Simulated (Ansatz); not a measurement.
# Random alloy of the hcp Ru-Mo line, x = 0.1875 (64 atoms), relaxed: mesh and functional compared

Which bonds does the relaxation leave, and how do forces and pressure change with k-mesh and functional?

Calculated with Ansatz 0.2.0: Kohn-Sham DFT, PBE, PAW (set soft_2), plane waves; cutoff 420 eV, k-mesh 2×2×2, fermi-dirac smearing of 0.1 eV.

**The cell**

The cell holds 64 atoms: 52 Ru and 12 Mo. Cell: a = 10.916 Å, b = 10.916 Å, c = 8.680 Å, α = 90.0°, β = 90.0°, γ = 120.0°. It derives from Ru (hcp Ru-Mo) and Mo, repeated 4×4×2. Hcp Ru-Mo: 64 atoms, 12 of 64 Ru sites given to Mo at random, cell and internal coordinates interpolated linearly between the end members (Vegard's rule); not relaxed, displaced by a Gaussian of 0.02 Å. Lattice constants are starting values near those of PBE.

Cell and atoms were relaxed with PBE. The walk converged after 5 steps by the program's count, with a largest force component of 0.0145 eV/Å; it began at an r.m.s. force component of 0.35 eV/Å. The edges went from 10.916, 10.916, 8.680 to 10.996, 10.987, 8.658 Å, and the volume from 13.997 to 14.155 Å³ an atom (+1.1 %).

The input of the reference single point:

```yaml
crystal:
  lattice:
    - [10.99606, 0.00384, -0.0049]
    - [-5.49471, 9.51445, -0.0005]
    - [-0.0039, -0.00271, 8.65758]
  atoms:
    - { symbol: Ru, position: [0.99781, 0.00021, 0.99943] }
    - { symbol: Mo, position: [0.08561, 0.16704, 0.2463] }
    - { symbol: Mo, position: [0.99745, 0.00108, 0.50438] }
    - { symbol: Ru, position: [0.08408, 0.16803, 0.75268] }
    [... 58 atom lines left out ...]
    - { symbol: Ru, position: [0.74884, 0.74912, 0.49757] }
    - { symbol: Ru, position: [0.83252, 0.91754, 0.75047] }
kpoints:
  mp_grid: { grid: [2, 2, 2] }
hamiltonian:
  xc: pbe
scf:
  occupations: { method: fermi_dirac, width: 0.1 }
output:
  forces: true
  stress: true
  populations: true
  dos:
    method: { smearing: { sigma: 0.08 } }
    de: 0.05
    projected: { site_lists: { Mo: [Mo], Ru: [Ru] } }
  eigenvalues: true
  write_density: true
  write_potential: true
  volumetric_format: npy
```

**Bonds after relaxation**

Neighbours by pair of elements; one cutoff, the widest of the pairs' first minima of g(r), serves all pairs of this metal:

```csv
pair A-B,cutoff (Å),bonds,mean length (Å),spread (Å),shortest (Å),B about A,A about B
Ru-Ru,3.18,255,2.71,0.037,2.66,9.81,9.81
Ru-Mo,3.18,114,2.72,0.047,2.62,2.19,9.5
Mo-Mo,3.18,15,2.78,0.047,2.69,2.5,2.5
```

How many atoms have how many bonded neighbours:

```
element  mean  12
     Mo    12  12
     Ru    12  52
```

**Levels of theory**

Single points at the relaxed geometry:

```
functional  k-mesh  pressure (GPa)  r.m.s. force component (eV/Å)  SCF cycles   time
       PBE   2×2×2            0.01                          0.005           8  5.5 s
       PBE   3×3×3            0.02                          0.041           8   10 s
    r2SCAN   2×2×2           -5.75                          0.038          14   10 s
    PBEsol   2×2×2           -9.90                          0.022           8  4.9 s
```

Cutoffs: 420 eV for PBE and PBEsol; 500 eV for r2SCAN.

**Findings**

Every run has partly filled levels at the Fermi energy, as in a metal. Against the reference the pressure changes with r2SCAN by -5.8 GPa and PBEsol by -9.9 GPa; a negative change means a smaller volume than PBE would take. The denser mesh moves the energy by -2.0 meV/atom and the pressure by +0.01 GPa. On it the r.m.s. force component is 0.041 eV/Å against 0.005, so the geometry is at rest on the reference mesh alone.

Limits: All single points share the geometry relaxed with PBE. One random arrangement of the atoms on their sites.

[Logs are printed without paths, hosts, clocks, repeated set-up lines and the standing remarks that a program may print on its own settings, such as how far it seeks lower states.]

[Hosts, paths, dates, database ids (printed as entryN), source tags and the programs' standing remarks are cut or masked in the printed files.]
